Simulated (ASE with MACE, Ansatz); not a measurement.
**A faulty run on amorphous B22.5Ba6.7O60.7Si10.1 (89 atoms)**

Program: Ansatz 0.2.0. The cell: 20 B, 6 Ba, 54 O and 9 Si.

File input.yaml:

```yaml
crystal:
  lattice:
    - [7.157717, 0.0, 0.0]
    - [0.0, 7.157717, 0.0]
    - [0.0, 0.0, 7.157717]
  atoms:
    - { symbol: B, position: [0.61772, 0.39347, 0.80901] }
    - { symbol: B, position: [0.36511, 0.46306, 0.24846] }
    - { symbol: B, position: [0.92448, 0.04837, 0.2963] }
    - { symbol: B, position: [0.63307, 0.97518, 0.69322] }
    - { symbol: B, position: [0.51287, 0.78833, 0.68505] }
    - { symbol: B, position: [0.71241, 0.71029, 0.43215] }
    - { symbol: B, position: [0.35006, 0.82998, 0.51938] }
    - { symbol: B, position: [0.33772, 0.90565, 0.8178] }
    - { symbol: B, position: [0.00637, 0.16248, 0.93678] }
    - { symbol: B, position: [0.44408, 0.56498, 0.78883] }
    - { symbol: B, position: [0.16829, 0.75813, 0.89083] }
    - { symbol: B, position: [0.84525, 0.28677, 0.33813] }
    - { symbol: B, position: [0.59964, 0.58463, 0.59647] }
    - { symbol: B, position: [0.91307, 0.80318, 0.92073] }
    - { symbol: B, position: [0.36736, 0.19856, 0.47548] }
    - { symbol: B, position: [0.98778, 0.36513, 0.67854] }
    - { symbol: B, position: [0.39387, 0.04744, 0.65215] }
    - { symbol: B, position: [0.30173, 0.23047, 0.25283] }
    [... 65 atom lines left out ...]
    - { symbol: Si, position: [0.02716, 0.60834, 0.24947] }
    - { symbol: Si, position: [0.79095, 0.18305, 0.77929] }
    - { symbol: Si, position: [0.74947, 0.69147, 0.182] }
    - { symbol: Si, position: [0.57519, 0.37329, 0.41229] }
    - { symbol: Si, position: [0.98815, 0.38227, 0.09877] }
    - { symbol: Si, position: [0.29225, 0.71885, 0.28794] }
kpoints:
  mp_grid: { grid: [1, 1, 1] }
hamiltonian:
  xc: lda
scf:
  occupations: { method: gaussian, width: 0.025 }
  max_iter: 100
output:
  forces: true
```

The run is started by

```bash
> ansatz run input.yaml --threads 4 --pin off --max-ram 8192MiB --backend cpu --events-out ev --progress --plain --runs-dir out
```

Output:

```text
Engine: ansatz 0.2.0, aarch64-unknown-linux-gnu
Pseudopotentials: kind: paw
Pseudopotential: B, paw, valence charge 3, recommended cutoff 420 eV (normal), B.paw.azcp
Pseudopotential: Ba, paw, valence charge 10, recommended cutoff 420 eV (normal), Ba.paw.azcp
Pseudopotential: O, paw, valence charge 6, recommended cutoff 420 eV (normal), O.paw.azcp
Pseudopotential: Si, paw, valence charge 4, recommended cutoff 420 eV (normal), Si.paw.azcp
[... 3 lines on functional and potentials left out ...]
Crystal: 89 atoms, lattice volume = 366.711 Å³
Basis set: ecut = 420 eV, 7123 PW (Γ)
Bands: 329, of which v1, the nominal top of the filled ones, is band 240 counted from 1 (239 counted from 0)
Symmetry: 1 space group operations
Space group: P1 (ITA 1), of the structure as read, at distance tolerance 7.2e-5 Å
k-points: 1
[... 13 lines on functional and potentials left out ...]
Initial density: superposition of atomic densities (neutral atoms: chi_scale 0, normalization atom), corrected by the library's trained network
Initial wavefunctions: pseudopotential atomic-orbital guess
Functional: x = slater, c = lda
SCF iter   1: F=—  HF=-72065.530226 eV  |F-HF|=—  |Δ(HF+E_count)|=         —  Δρ=1.37e-1  dr2=6.67e1  ethr=1.77e-3  ⟨swp⟩=9.0  Hψ=2053  notcnv=0  defer=75
preconditioner: auto → Resta (q_TF=auto, 2.853 Å⁻¹)  ε∞=3.9  [insulator: Δε(μ)=2.454 eV  Ē_g=24.782 eV  σ=0.025 eV  W_gap=1.00  n_scr=146 (ndim 8)  ℏωp=42.5 eV  f_vac=0.007  D(μ)=0.00/eV (n_scr^D=0)  ε∞_Penn≈3.9]
SCF iter   2: F=—  HF=-72048.779975 eV  |F-HF|=—  |Δ(HF+E_count)|=    1.68e1  Δρ=5.71e-2  dr2=1.20e1  ethr=1.77e-3  ⟨swp⟩=3.0  Hψ=639  notcnv=0  defer=84
SCF iter   3: F=—  HF=-72045.326362 eV  |F-HF|=—  |Δ(HF+E_count)|=    3.45e0  Δρ=1.37e-2  dr2=7.54e-1  ethr=1.77e-3  ⟨swp⟩=5.0  Hψ=667  notcnv=0  defer=84
SCF iter   4: F=—  HF=-72045.087768 eV  |F-HF|=—  |Δ(HF+E_count)|=   2.39e-1  Δρ=4.08e-3  dr2=4.34e-2  ethr=1.57e-4  ⟨swp⟩=7.0  Hψ=709  notcnv=0  defer=83
SCF iter   5: F=—  HF=-72045.075935 eV  |F-HF|=—  |Δ(HF+E_count)|=   1.18e-2  Δρ=1.39e-3  dr2=5.02e-3  ethr=9.04e-6  ⟨swp⟩=3.0  Hψ=476  notcnv=0  defer=32
automatic band count: iteration 5 solves 278 bands in place of 329: the levels show a gap, and the empty bands left out lie too high to hold charge; the band table lists the bands solved (type scf.n_extra_bands for more)
SCF iter   6: F=—  HF=-72045.074690 eV  |F-HF|=—  |Δ(HF+E_count)|=   1.25e-3  Δρ=3.41e-4  dr2=3.22e-4  ethr=1.05e-6  ⟨swp⟩=3.0  Hψ=472  notcnv=0  defer=32
SCF iter   7: F=—  HF=-72045.074645 eV  |F-HF|=—  |Δ(HF+E_count)|=   4.50e-5  Δρ=1.05e-4  dr2=2.78e-5  ethr=6.72e-8  ⟨swp⟩=3.0  Hψ=544  notcnv=0  defer=32
SCF iter   8: F=—  HF=-72045.074640 eV  |F-HF|=—  |Δ(HF+E_count)|=   4.85e-6  Δρ=2.69e-5  dr2=1.87e-6  ethr=5.78e-9  ⟨swp⟩=3.0  Hψ=482  notcnv=0  defer=32
SCF iter   9: F=-72045.074640 eV  HF=-72045.074640 eV  |F-HF|=8.84e-8  |Δ(HF+E_count)|=   3.46e-8  Δρ=8.35e-6  dr2=1.94e-7  ethr=7.64e-11  ⟨swp⟩=6.0  Hψ=1305  notcnv=0
SCF 1 converged in 9 iterations: F = -72045.074640 eV  dr2 = 1.94e-7
[...]
SCF converged after 9 iterations
Free energy (F): -72045.074640 eV
Harris-Foulkes:  -72045.074640 eV  (|F-HF|=8.84e-8)
Internal energy: -72045.074640 eV  (E = F + TS)
E sigma→0 (E₀):  -72045.074640 eV
Fermi energy:    27.938879 eV
--- Per-component energies (eV) ---
  E_band       = 5158.511280
  E_kinetic    = 15083.724739
  E_local      = -20968.240440  (includes V_loc(G=0)·N_el)
  E_nonlocal   = 5021.615201
  E_hartree    = 8466.310989
  E_xc         = -6689.216010
  E_vxc        = -7833.473431  (∫ρ·V_xc dr)
  E_paw        = -44851.824196  (= ΣΔE_a)
  E_vpaw       = -3077.917055  (= ΣTr[D̂ρ^β])
  E_aug_tail   = 0.176000  (compensation charges beyond the density's cutoff)
  E_ewald      = -28116.225439
  E_core_change = 8.604516  (= ΣΔE_core)
  E_smearing   = -0.000000  (= −TS)
  E_closure    = -0.000000  (closes the sum)
  Σ components = -72045.074640   (vs F -72045.074640, Δ=0.00e0)
--- Forces (eV/Å), atoms counted from 1 ---
  atom   1  B     11.45051845     2.49266972    -3.60162855
  atom   2  B     -5.55765987     2.36440314   -13.70164604
  atom   3  B    -13.87326555    11.58981963     0.30821785
  atom   4  B     -1.17999796    28.10563511    -9.84012937
  atom   5  B     13.39968704   -16.20308683   -13.47275839
  atom   6  B     -9.93108472    -7.46132212    -2.67295184
  atom   7  B      2.14200724    -5.88949669   -12.51904710
  atom   8  B      8.24687989     7.19322505    -4.02285642
  atom   9  B    -14.82781108    17.78614030    15.45101034
  atom  10  B     -1.56846471    -4.89106590     0.90913254
  atom  11  B    -16.33371528     9.04015800    12.08862508
  atom  12  B      9.79370708    -4.85726924    -4.88065323
  atom  13  B    -12.71011660   -23.57437752    -7.93928074
  atom  14  B     -8.96775128    -9.45215837   -14.43391346
[...]
atom  88  Si     2.34021559   -11.22020509    -0.40567241
  atom  89  Si    -3.15428264    19.09138043     6.97676157
  max |Σ_I F_I| component: 5.48e-4 eV/Å
```

Wall time 5.7 s (4 threads of Arm Neoverse V1, shared host); peak memory 0.64 GiB.

Against a sound run (Kohn-Sham DFT, LDA, PAW (set soft_2), plane waves):

* r.m.s. difference of force components: 23750 meV/Å
* longest difference of force vectors: 77300 meV/Å
* force difference over r.m.s. force: 2688 %

What is at fault here, and what would mend it?

A lattice far too small: crystal.lattice = [[7.157717, 0.0, 0.0], [0.0, 7.157717, 0.0], [0.0, 0.0, 7.157717]].

The fix is to restore the lattice.

The run converged all the same, so the exit status doesn't show the fault.

[Logs are printed without paths, hosts, clocks, repeated set-up lines and the standing remarks that a program may print on its own settings, such as how far it seeks lower states.]

[Hosts, paths, dates, database ids (printed as entryN), source tags and the programs' standing remarks are cut or masked in the printed files.]
